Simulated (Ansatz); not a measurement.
# CdH9C3NCl3: which shell does photoemission see at 21.2 and 1486.7 eV? (PBEsol)

The valence band of CdH9C3NCl3 mixes several shells. Work out by hand which one leads the spectrum's area at each photon energy.

Filled states come from the projected DOS of Ansatz 0.2.0 (PBEsol, plane waves); cross sections σ and asymmetry parameters β are those of free atoms in a Dirac–Hartree–Slater calculation. A shell's area is states × σ × angular factor, which is 1 − β·P₂(cos θ)/2 for unpolarised light, with θ = 60° from the beam and P₂ = -0.125.

**At 21.2 eV** (states counted from 11.2 eV below the zero; other shells add 1.2 to the products' sum of 219):

| shell | filled states a cell | cross section (Mb an electron) | β | angular factor | product | share by hand (%) | share in the simulated spectrum (%) |
| --- | --- | --- | --- | --- | --- | --- | --- |
| C 2p | 18.84 | 2.74 | 1.32 | 1.08 | 55.8 | 25 | 25 |
| Cd 4d | 19.84 | 0.964 | -0.11 | 0.99 | 19 | 9 | 9 |
| Cl 3p | 33.98 | 2.72 | 1.77 | 1.11 | 103 | 47 | 47 |
| H 1s | 11.34 | 1.88 | 2.00 | 1.12 | 24 | 11 | 11 |
| N 2p | 5.06 | 3.08 | 1.11 | 1.07 | 16.7 | 8 | 8 |

**At 1486.7 eV** (states counted from 20.5 eV below the zero; other shells add 0.021 to the products' sum of 0.0908):

| shell | filled states a cell | cross section (Mb an electron) | β | angular factor | product | share by hand (%) | share in the simulated spectrum (%) |
| --- | --- | --- | --- | --- | --- | --- | --- |
| C 2p | 19.77 | 9.78e-06 | 0.34 | 1.02 | 0.000198 | 0 | 0 |
| Cd 4d | 19.98 | 0.00257 | 1.29 | 1.08 | 0.0555 | 61 | 61 |
| Cl 3p | 34.00 | 0.00038 | 1.17 | 1.07 | 0.0139 | 15 | 15 |
| H 1s | 13.64 | 3.02e-06 | 2.00 | 1.12 | 4.64e-05 | 0 | 0 |
| N 2p | 7.14 | 2.76e-05 | 0.43 | 1.03 | 0.000202 | 0 | 0 |

Cl 3p leads at 21.2 eV and Cd 4d at 1486.7 eV. Between the two energies σ of Cl 3p changes by a factor 1.4e-4 and that of Cd 4d by 0.0027, so their ratio moves 19-fold in favour of the second. The simulated spectrum uses the same rule on the energy-resolved DOS, so the two share columns agree within a few points.

Only crystals where the two columns agree within 4 points and the lead is clear are worked in this form. Free-atom cross sections ignore the solid's final states, no escape depth or background enters, and the count of states a shell hangs on the projection.
